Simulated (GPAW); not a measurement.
# TiO2 (Rutile, P4_2/mnm): the Ti K absorption edge

How does the Ti K edge of TiO2 (Rutile, P4_2/mnm) move when the bonds are compressed or stretched?

Main program and level: GPAW 26.7.0; X-ray absorption from dipole matrix elements to empty bands, plane-wave PAW LDA.

This is a report of a sequence of runs, with most program output left out.

## (1) Set-up

It takes space group P4_2/mnm (No. 136, tetragonal). The conventional cell has a = 4.592 Å, b = 4.592 Å, c = 2.957 Å, α = 90.00°, β = 90.00°, γ = 90.00°. Nearest to Ti lie 6 O at 1.95 to 1.98 Å. Nearest to O lie 3 Ti at 1.95 to 1.98 Å. Farther neighbours and most contacts between anions are not listed.

Coordinates:

```cif
data_structure
_symmetry_space_group_name_H-M 'P 1'
_symmetry_Int_Tables_number 1
_cell_length_a 4.5922
_cell_length_b 4.5922
_cell_length_c 2.9574
_cell_angle_alpha 90.000
_cell_angle_beta 90.000
_cell_angle_gamma 90.000
_cell_volume 62.37
loop_
_atom_site_label
_atom_site_type_symbol
_atom_site_fract_x
_atom_site_fract_y
_atom_site_fract_z
_atom_site_occupancy
Ti1 Ti 0.50000 0.50000 0.50000 1
Ti2 Ti 0.00000 0.00000 0.00000 1
O3 O 0.80496 0.19504 0.50000 1
O4 O 0.69504 0.69504 0.00000 1
O5 O 0.19504 0.80496 0.50000 1
O6 O 0.30496 0.30496 0.00000 1
```

## (2) The field without a hole

A plain self-consistent run shows whether there is a gap, which decides the set-up of the core-hole run.

scf.py reads:

```python
import numpy as np
from ase import Atoms
from ase.parallel import parprint, paropen
from gpaw import GPAW, PW, FermiDirac, Mixer, MixerDif, setup_paths
from gpaw.test import gen
setup_paths.insert(0, '.')
gen('Ti', name='nch1s', xcname='LDA', corehole=(1, 0, 0), write_xml=True)
from gpaw.mpi import world
world.barrier()

atoms = Atoms('Ti2O4',
    cell=[[4.5922, 0, 0],
     [0, 4.5922, 0],
     [0, 0, 2.9574]],
    scaled_positions=[[0.5, 0.5, 0.5],
     [0, 0, 0],
     [0.80496, 0.19504, 0.5],
     [0.69504, 0.69504, 0],
     [0.19504, 0.80496, 0.5],
     [0.30496, 0.30496, 0]],
    pbc=True)
atoms.calc = calc = GPAW(legacy_gpaw=True, mode=PW(500, force_complex_dtype=True), xc='LDA', setups={0: 'nch1s'},
    kpts={'size': (6, 6, 8), 'gamma': True}, occupations=FermiDirac(0.05),
    charge=0, mixer=Mixer(0.1, 5, 50), maxiter=150,
    convergence={'density': 0.0001, 'eigenstates': 1e-6}, txt='scf.txt')
energy = atoms.get_potential_energy() + calc.get_reference_energy()
ef = calc.get_fermi_level()
out = dict(energy=energy, fermi=ef, forces=atoms.get_forces().tolist())
parprint(f'all-electron energy {energy:.4f} eV, Fermi level {ef:.4f} eV')
ev = np.array([[calc.get_eigenvalues(k, s) for k in range(len(calc.get_ibz_k_points()))] for s in range(calc.get_number_of_spins())])
out['homo'], out['lumo'], out['counts'] = ev[ev < ef].max(), ev[ev > ef].min(), sorted(set((ev < ef).sum((0, 2)).tolist()))
out['filled'] = (ev[:, 0] < ef).sum(1).tolist()
import json
with paropen('out.json', 'w') as f:
    json.dump(out, f)
```

On the command line:

```console
OMP_NUM_THREADS=1 mpirun -n 4 gpaw python scf.py
```

Run time: 16 s. Hardware: 4 MPI ranks of Intel Xeon Platinum 8375C at 2.90GHz (Ice Lake), shared host; peak memory 0.22 GiB.

The mesh shows a gap of 1.80 eV, so the hole is first treated in a charged cell, without the excited electron.

## (3) Supercell without a hole, the energy reference

The photon energy needs a difference of total energies, so the cell and mesh of the coming hole run are first run without a hole.

Changes to scf.py since step 2:

```diff
@@ -10,15 +10,21 @@
 
-atoms = Atoms('Ti2O4',
-    cell=[[4.5922, 0, 0],
-     [0, 4.5922, 0],
-     [0, 0, 2.9574]],
-    scaled_positions=[[0.5, 0.5, 0.5],
+atoms = Atoms('Ti4O8',
+    cell=[[4.5922, 0, 2.9574],
+     [0, 4.5922, 2.9574],
+     [-4.5922, 0, 2.9574]],
+    scaled_positions=[[0.25, 0.5, 0.75],
+     [0.75, 0.5, 0.25],
      [0, 0, 0],
-     [0.80496, 0.19504, 0.5],
-     [0.69504, 0.69504, 0],
-     [0.19504, 0.80496, 0.5],
-     [0.30496, 0.30496, 0]],
+     [0.5, 0, 0.5],
+     [0.55496, 0.19504, 0.75],
+     [0.05496, 0.19504, 0.25],
+     [0, 0.69504, 0.30496],
+     [0.5, 0.69504, 0.80496],
+     [0.94504, 0.80496, 0.75],
+     [0.44504, 0.80496, 0.25],
+     [0, 0.30496, 0.69504],
+     [0.5, 0.30496, 0.19504]],
     pbc=True)
 atoms.calc = calc = GPAW(legacy_gpaw=True, mode=PW(500, force_complex_dtype=True), xc='LDA', setups={0: 'nch1s'},
-    kpts={'size': (6, 6, 8), 'gamma': True}, occupations=FermiDirac(0.05),
+    kpts={'size': (4, 4, 4), 'gamma': True}, occupations=FermiDirac(0.02),
     charge=0, mixer=Mixer(0.1, 5, 50), maxiter=150,
```

It took 32 s on 4 MPI ranks; peak memory 0.29 GiB; 2.1 min of CPU time.

Reference energy: -109030.440 eV with the cores included.

## (4) Spectrum with FCH, Ti atom 1

The holes are 5.5 Å apart. In GPAW the data set carries the hole's charge, so charge=0 means a charged cell and charge=-1 a neutral one. The excited electron is left out and a uniform background balances the charge. After the field has converged, empty bands are computed with the density fixed and the dipole matrix elements are summed.

The absorber has 4 O at 1.95 Å and 2 O at 1.98 Å (octahedral, site symmetry mmm).

xas.py reads:

```python
import numpy as np
from ase import Atoms
from ase.parallel import parprint, paropen
from gpaw import GPAW, PW, FermiDirac, Mixer, MixerDif, setup_paths
from gpaw.test import gen
setup_paths.insert(0, '.')
gen('Ti', name='fch1s', xcname='LDA', corehole=(1, 0, 1), write_xml=True)
from gpaw.mpi import world
world.barrier()

atoms = Atoms('Ti4O8',
    cell=[[4.5922, 0, 2.9574],
     [0, 4.5922, 2.9574],
     [-4.5922, 0, 2.9574]],
    scaled_positions=[[0.25, 0.5, 0.75],
     [0.75, 0.5, 0.25],
     [0, 0, 0],
     [0.5, 0, 0.5],
     [0.55496, 0.19504, 0.75],
     [0.05496, 0.19504, 0.25],
     [0, 0.69504, 0.30496],
     [0.5, 0.69504, 0.80496],
     [0.94504, 0.80496, 0.75],
     [0.44504, 0.80496, 0.25],
     [0, 0.30496, 0.69504],
     [0.5, 0.30496, 0.19504]],
    pbc=True)
atoms.calc = calc = GPAW(legacy_gpaw=True, mode=PW(500, force_complex_dtype=True), xc='LDA', setups={0: 'fch1s'},
    kpts={'size': (4, 4, 4), 'gamma': True}, occupations=FermiDirac(0.02),
    charge=0, mixer=Mixer(0.1, 5, 50), maxiter=150,
    convergence={'density': 0.0001, 'eigenstates': 1e-6}, txt='scf.txt')
energy = atoms.get_potential_energy() + calc.get_reference_energy()
ef = calc.get_fermi_level()
out = dict(energy=energy, fermi=ef, forces=atoms.get_forces().tolist())
parprint(f'all-electron energy {energy:.4f} eV, Fermi level {ef:.4f} eV')
ev = np.array([[calc.get_eigenvalues(k, s) for k in range(len(calc.get_ibz_k_points()))] for s in range(calc.get_number_of_spins())])
out['homo'], out['lumo'], out['counts'] = ev[ev < ef].max(), ev[ev > ef].min(), sorted(set((ev < ef).sum((0, 2)).tolist()))
out['filled'] = (ev[:, 0] < ef).sum(1).tolist()

from ase.units import Ha
from gpaw.xas import dipole_matrix_elements
nb = int(calc.get_number_of_electrons() / 2) + 97
top, nb = nb, nb + 8 + nb // 12
nscf = calc.fixed_density(kpts={'size': (6, 6, 6), 'gamma': True}, nbands=nb,
    convergence={'bands': top, 'eigenstates': 5e-3}, maxiter=60, txt='nscf.txt')
cell = atoms.cell.array
ops = [cell.T @ U.T @ np.linalg.inv(cell.T) for U in nscf.wfs.kd.symmetry.op_scc]
filled = [48]  # bands filled in the ground state, by spin
E = np.arange(-6, 34, 0.1)
fwhm = np.interp(E, [4, 25], [0.94, 3.5])
Y, X, zero, highest = 0, 0, 1e9, 1e9
for spin in range(nscf.get_number_of_spins()):
    wfs = nscf.wfs
    mine = wfs.bd.get_slice()  # this rank's bands
    A = dipole_matrix_elements(wfs.setups[0])
    eps = np.zeros((wfs.kd.nibzkpts, nb))
    d = np.zeros((3, A.shape[1], wfs.kd.nibzkpts, nb), complex)
    for kpt in wfs.kpt_u:
        if kpt.s == spin and 0 in kpt.P_ani:
            eps[kpt.k, mine] = kpt.eps_n * Ha
            d[:, :, kpt.k, mine] = (kpt.weight * wfs.nspins / 2) ** 0.5 * np.inner(A, kpt.P_ani[0])
    world.sum(eps)
    world.sum(d)
    T = np.einsum('amkn,bmkn->abkn', d, d.conj()).real
    T = sum(np.einsum('ai,ijkn,bj->abkn', R, T, R) for R in ops) / len(ops)
    empty = np.ones_like(eps, bool) & (np.arange(nb) >= filled[spin])
    zero, highest = min(zero, eps[empty].min()), min(highest, eps[:, top - 1].min())
    lines = [(eps, T, empty)] if spin == 0 else lines + [(eps, T, empty)]
for eps, T, empty in lines:
    f = np.einsum('aakn->akn', T).reshape(3, -1)
    x = eps.ravel() - zero
    w = np.interp(x, E, fwhm) / 2.35482
    g = np.exp(-0.5 * ((E[:, None] - x) / w) ** 2) / (w * (2 * np.pi) ** 0.5)
    Y = Y + (f * empty.ravel()) @ g.T
    X = X + (f * ~empty.ravel()) @ g.T
out.update(E=E.round(2).tolist(), xas=Y.tolist(), xes=X.tolist(), zero=zero, valid=highest - zero, nk=len(eps), nb=nb)
for i in range(0, len(E), 10):
    parprint(f'{E[i]:7.2f}', *(f'{v:10.3e}' for v in Y[:, i]))
import json
with paropen('out.json', 'w') as f:
    json.dump(out, f)
```

On the command line:

```console
OMP_NUM_THREADS=1 mpirun -n 4 gpaw python xas.py
```

Wall time 90 s (4 MPI ranks); peak memory 0.5 GiB.

The Ti K spectrum, Ti atom 1, full core hole (charged cell) (energy from the lowest empty level; intensity scaled to a mean of 1 over the first 20 eV; polarised curves are means over the symmetry-equivalent atoms):

```tsv
E (eV)	isotropic	ε ⊥ c	ε ∥ c
-2.0	0.00	0.00	0.00
-1.5	0.00	0.00	0.00
-1.0	0.00	0.00	0.00
-0.5	0.00	0.00	0.00
0.0	0.02	0.02	0.02
0.5	0.03	0.03	0.03
1.0	0.03	0.03	0.02
1.5	0.09	0.10	0.06
2.0	0.25	0.23	0.28
2.5	0.33	0.26	0.48
3.0	0.24	0.19	0.35
3.5	0.14	0.12	0.19
4.0	0.07	0.06	0.07
4.5	0.10	0.10	0.09
5.0	0.24	0.20	0.32
5.5	0.34	0.26	0.50
6.0	0.27	0.22	0.38
6.5	0.12	0.10	0.17
7.0	0.04	0.03	0.05
7.5	0.02	0.02	0.02
8.0	0.03	0.04	0.02
8.5	0.07	0.08	0.04
9.0	0.13	0.17	0.07
9.5	0.25	0.32	0.12
10.0	0.45	0.58	0.20
10.5	0.71	0.92	0.30
11.0	0.96	1.24	0.40
11.5	1.09	1.39	0.48
12.0	1.10	1.37	0.57
12.5	1.09	1.29	0.69
13.0	1.12	1.27	0.83
13.5	1.19	1.31	0.95
14.0	1.29	1.41	1.05
14.5	1.42	1.54	1.17
15.0	1.59	1.72	1.35
15.5	1.86	1.98	1.61
16.0	2.21	2.36	1.91
16.5	2.60	2.80	2.20
17.0	2.91	3.15	2.43
17.5	3.05	3.28	2.58
18.0	3.02	3.19	2.67
18.5	2.88	2.95	2.76
19.0	2.74	2.67	2.89
19.5	2.66	2.46	3.06
20.0	2.65	2.35	3.25
20.5	2.72	2.37	3.41
21.0	2.82	2.47	3.50
21.5	2.90	2.60	3.49
22.0	2.93	2.70	3.37
22.5	2.88	2.74	3.16
23.0	2.77	2.71	2.89
23.5	2.63	2.64	2.61
24.0	2.48	2.55	2.35
24.5	2.32	2.42	2.11
25.0	2.14	2.26	1.91
25.5	1.95	2.06	1.74
26.0	1.75	1.82	1.60
26.5	1.55	1.59	1.48
27.0	1.38	1.38	1.40
27.5	1.26	1.21	1.35
28.0	1.18	1.10	1.34
28.5	1.15	1.04	1.36
29.0	1.15	1.02	1.40
29.5	1.17	1.04	1.44
30.0	1.22	1.08	1.49
30.5	1.28	1.16	1.54
31.0	1.37	1.26	1.59
31.5	1.47	1.38	1.66
32.0	1.59	1.51	1.75
```

Main maxima below 30 eV (height): 2.5 eV (0.33), 5.6 eV (0.34), 17.6 eV (3.05) and 21.9 eV (2.93). A K edge sees empty p states. The first eV above the zero hold little dipole weight, as the lowest empty bands are of d character; the main edge, of 4p character, rises through 0.6 near 10 eV above the zero.

The hole costs E(hole) − E(ground) = 4965.42 eV, and the lowest empty level of the hole cell on the spectrum's mesh lies at 5.53 eV, which puts the zero at 4970.95 eV. One term is added: -22.68 eV, since the hole is spin-paired here and a spin-polarised one costs that much less in the free atom (computed apart). The photon energy is then 4948.27 eV. The tabulated edge of the element is 4966 eV. The functional and the charged cell's background leave an error in such absolute values: in the free atom LDA prices this hole 13.2 eV below PBE (computed apart), and PBE is itself good to a few eV.

## (5) Reference energy of the supercell

The cell changes for the next run, so it gets a reference energy of its own.

The cell differs from the one that the last finished run ended in (a 5.462 → 5.351 Å, b 5.462 → 5.351 Å, c 5.462 → 5.351 Å).

Changes to scf.py since step 3:

```diff
@@ -11,5 +11,5 @@
 atoms = Atoms('Ti4O8',
-    cell=[[4.5922, 0, 2.9574],
-     [0, 4.5922, 2.9574],
-     [-4.5922, 0, 2.9574]],
+    cell=[[4.49845533, 0, 2.89702796],
+     [0, 4.49845533, 2.89702796],
+     [-4.49845533, 0, 2.89702796]],
     scaled_positions=[[0.25, 0.5, 0.75],
```

On the command line:

```console
OMP_NUM_THREADS=1 mpirun -n 4 gpaw python scf.py
```

It took 29 s on 4 MPI ranks; peak memory 0.28 GiB; 1.9 min of CPU time.

Reference energy: -109030.352 eV with the cores included.

## (6) Spectrum with FCH, Ti atom 1

Shorter bonds are expected to push antibonding states and scattering resonances up, and longer ones down; the cell is scaled to test that.

Changed against the first core-hole run: volume scale from 1 to 0.94.

Changes to xas.py since step 4:

```diff
@@ -11,5 +11,5 @@
 atoms = Atoms('Ti4O8',
-    cell=[[4.5922, 0, 2.9574],
-     [0, 4.5922, 2.9574],
-     [-4.5922, 0, 2.9574]],
+    cell=[[4.49845533, 0, 2.89702796],
+     [0, 4.49845533, 2.89702796],
+     [-4.49845533, 0, 2.89702796]],
     scaled_positions=[[0.25, 0.5, 0.75],
@@ -41,3 +41,3 @@
 from gpaw.xas import dipole_matrix_elements
-nb = int(calc.get_number_of_electrons() / 2) + 97
+nb = int(calc.get_number_of_electrons() / 2) + 93
 top, nb = nb, nb + 8 + nb // 12
```

On the command line:

```console
OMP_NUM_THREADS=1 mpirun -n 4 gpaw python xas.py
```

Run time: 86 s. Hardware: 4 MPI ranks; peak memory 0.46 GiB; 5.7 min of CPU time.

```tsv
E (eV)	first run	this run
-2.0	0.00	0.00
-1.0	0.00	0.00
0.0	0.02	0.02
1.0	0.03	0.03
2.0	0.25	0.25
3.0	0.24	0.34
4.0	0.07	0.12
5.0	0.24	0.13
6.0	0.27	0.39
7.0	0.04	0.14
8.0	0.03	0.03
9.0	0.13	0.09
10.0	0.45	0.33
11.0	0.96	0.85
12.0	1.10	1.12
13.0	1.12	1.13
14.0	1.29	1.31
15.0	1.59	1.53
16.0	2.21	1.89
17.0	2.91	2.64
18.0	3.02	3.19
19.0	2.74	3.10
20.0	2.65	2.85
21.0	2.82	2.88
22.0	2.93	3.14
23.0	2.77	3.22
24.0	2.48	3.02
25.0	2.14	2.71
26.0	1.75	2.37
27.0	1.38	1.94
28.0	1.18	1.53
29.0	1.15	1.30
30.0	1.22	1.25
31.0	1.37	1.30
32.0	1.59	1.44
```

Against the first run the r.m.s. difference is 16 %. Another feature, at 22.8 eV (3.23), becomes the highest below 24 eV; the one at 17.6 eV (3.05) is now at 18.3 eV (3.22).

The photon energy of the zero moves by -0.18 eV.

## (7) Reference energy of the supercell

The cell differs from the one that the last finished run ended in (a 5.351 → 5.407 Å, b 5.351 → 5.407 Å, c 5.351 → 5.407 Å).

Changes to scf.py since step 5:

```diff
@@ -11,5 +11,5 @@
 atoms = Atoms('Ti4O8',
-    cell=[[4.49845533, 0, 2.89702796],
-     [0, 4.49845533, 2.89702796],
-     [-4.49845533, 0, 2.89702796]],
+    cell=[[4.54581097, 0, 2.92752523],
+     [0, 4.54581097, 2.92752523],
+     [-4.54581097, 0, 2.92752523]],
     scaled_positions=[[0.25, 0.5, 0.75],
```

On the command line:

```console
OMP_NUM_THREADS=1 mpirun -n 4 gpaw python scf.py
```

The job ended after 26 s (4 MPI ranks; peak memory 0.28 GiB; 1.7 min of CPU time).

Reference energy: -109030.490 eV with the cores included.

## (8) Spectrum with FCH, Ti atom 1

Changed against the first core-hole run: volume scale from 1 to 0.97.

Changes to xas.py since step 6:

```diff
@@ -11,5 +11,5 @@
 atoms = Atoms('Ti4O8',
-    cell=[[4.49845533, 0, 2.89702796],
-     [0, 4.49845533, 2.89702796],
-     [-4.49845533, 0, 2.89702796]],
+    cell=[[4.54581097, 0, 2.92752523],
+     [0, 4.54581097, 2.92752523],
+     [-4.54581097, 0, 2.92752523]],
     scaled_positions=[[0.25, 0.5, 0.75],
@@ -41,3 +41,3 @@
 from gpaw.xas import dipole_matrix_elements
-nb = int(calc.get_number_of_electrons() / 2) + 93
+nb = int(calc.get_number_of_electrons() / 2) + 95
 top, nb = nb, nb + 8 + nb // 12
```

On the command line:

```console
OMP_NUM_THREADS=1 mpirun -n 4 gpaw python xas.py
```

It took 81 s on 4 MPI ranks; peak memory 0.47 GiB.

```tsv
E (eV)	first run	this run
-2.0	0.00	0.00
-1.0	0.00	0.00
0.0	0.02	0.02
1.0	0.03	0.03
2.0	0.25	0.25
3.0	0.24	0.29
4.0	0.07	0.08
5.0	0.24	0.19
6.0	0.27	0.34
7.0	0.04	0.07
8.0	0.03	0.03
9.0	0.13	0.11
10.0	0.45	0.39
11.0	0.96	0.91
12.0	1.10	1.11
13.0	1.12	1.12
14.0	1.29	1.30
15.0	1.59	1.54
16.0	2.21	2.04
17.0	2.91	2.80
18.0	3.02	3.13
19.0	2.74	2.91
20.0	2.65	2.73
21.0	2.82	2.85
22.0	2.93	3.05
23.0	2.77	3.01
24.0	2.48	2.74
25.0	2.14	2.42
26.0	1.75	2.04
27.0	1.38	1.63
28.0	1.18	1.32
29.0	1.15	1.20
30.0	1.22	1.22
31.0	1.37	1.32
32.0	1.59	1.50
```

The scaled spectrum changes by 7 % r.m.s. The highest intensity below 24 eV goes from 17.6 eV (3.05) to 18.0 eV (3.13).

The photon energy of the zero moves by -0.09 eV.

## (9) Reference energy of the supercell

The cell differs from the one that the last finished run ended in (a 5.407 → 5.516 Å, b 5.407 → 5.516 Å, c 5.407 → 5.516 Å).

Changes to scf.py since step 7:

```diff
@@ -11,5 +11,5 @@
 atoms = Atoms('Ti4O8',
-    cell=[[4.54581097, 0, 2.92752523],
-     [0, 4.54581097, 2.92752523],
-     [-4.54581097, 0, 2.92752523]],
+    cell=[[4.63767028, 0, 2.98668309],
+     [0, 4.63767028, 2.98668309],
+     [-4.63767028, 0, 2.98668309]],
     scaled_positions=[[0.25, 0.5, 0.75],
```

On the command line:

```console
OMP_NUM_THREADS=1 mpirun -n 4 gpaw python scf.py
```

Run time: 30 s. Hardware: 4 MPI ranks; peak memory 0.28 GiB.

Reference energy: -109030.237 eV with the cores included.

## (10) Spectrum with FCH, Ti atom 1

Changed against the first core-hole run: volume scale from 1 to 1.03.

Changes to xas.py since step 8:

```diff
@@ -11,5 +11,5 @@
 atoms = Atoms('Ti4O8',
-    cell=[[4.54581097, 0, 2.92752523],
-     [0, 4.54581097, 2.92752523],
-     [-4.54581097, 0, 2.92752523]],
+    cell=[[4.63767028, 0, 2.98668309],
+     [0, 4.63767028, 2.98668309],
+     [-4.63767028, 0, 2.98668309]],
     scaled_positions=[[0.25, 0.5, 0.75],
@@ -41,3 +41,3 @@
 from gpaw.xas import dipole_matrix_elements
-nb = int(calc.get_number_of_electrons() / 2) + 95
+nb = int(calc.get_number_of_electrons() / 2) + 99
 top, nb = nb, nb + 8 + nb // 12
```

On the command line:

```console
OMP_NUM_THREADS=1 mpirun -n 4 gpaw python xas.py
```

It took 94 s on 4 MPI ranks; peak memory 0.49 GiB; 6.3 min of CPU time.

```tsv
E (eV)	first run	this run
-2.0	0.00	0.00
-1.0	0.00	0.00
0.0	0.02	0.02
1.0	0.03	0.03
2.0	0.25	0.24
3.0	0.24	0.21
4.0	0.07	0.06
5.0	0.24	0.28
6.0	0.27	0.19
7.0	0.04	0.02
8.0	0.03	0.04
9.0	0.13	0.16
10.0	0.45	0.51
11.0	0.96	1.00
12.0	1.10	1.09
13.0	1.12	1.11
14.0	1.29	1.29
15.0	1.59	1.68
16.0	2.21	2.39
17.0	2.91	2.95
18.0	3.02	2.87
19.0	2.74	2.61
20.0	2.65	2.60
21.0	2.82	2.76
22.0	2.93	2.76
23.0	2.77	2.54
24.0	2.48	2.24
25.0	2.14	1.88
26.0	1.75	1.50
27.0	1.38	1.21
28.0	1.18	1.10
29.0	1.15	1.13
30.0	1.22	1.24
31.0	1.37	1.43
32.0	1.59	1.67
```

Against the first run the r.m.s. difference is 7 %. The highest intensity below 24 eV goes from 17.6 eV (3.05) to 17.3 eV (2.98).

The photon energy of the zero moves by +0.07 eV.

## (11) Reference energy of the supercell

The cell differs from the one that the last finished run ended in (a 5.516 → 5.569 Å, b 5.516 → 5.569 Å, c 5.516 → 5.569 Å).

Changes to scf.py since step 9:

```diff
@@ -11,5 +11,5 @@
 atoms = Atoms('Ti4O8',
-    cell=[[4.63767028, 0, 2.98668309],
-     [0, 4.63767028, 2.98668309],
-     [-4.63767028, 0, 2.98668309]],
+    cell=[[4.682266, 0, 3.01540296],
+     [0, 4.682266, 3.01540296],
+     [-4.682266, 0, 3.01540296]],
     scaled_positions=[[0.25, 0.5, 0.75],
```

On the command line:

```console
OMP_NUM_THREADS=1 mpirun -n 4 gpaw python scf.py
```

The job ended after 28 s (4 MPI ranks; peak memory 0.28 GiB; 1.8 min of CPU time).

Reference energy: -109029.881 eV with the cores included.

(Part 1 of 2 ends here.)

[Logs are printed without paths, hosts, clocks, repeated set-up lines and the standing remarks that a program may print on its own settings, such as how far it seeks lower states.]

[Hosts, paths, dates, database ids (printed as entryN), source tags and the programs' standing remarks are cut or masked in the printed files.]

[Lists of maxima count a maximum above −3 eV only where it reaches 4 % of the highest in the window and stands out from its surroundings by 2 % of it (1.5 % where it reaches 55 %); shoulders and weaker maxima are passed over, and of the rest the first, up to two pre-edge ones and the few strongest are named.]
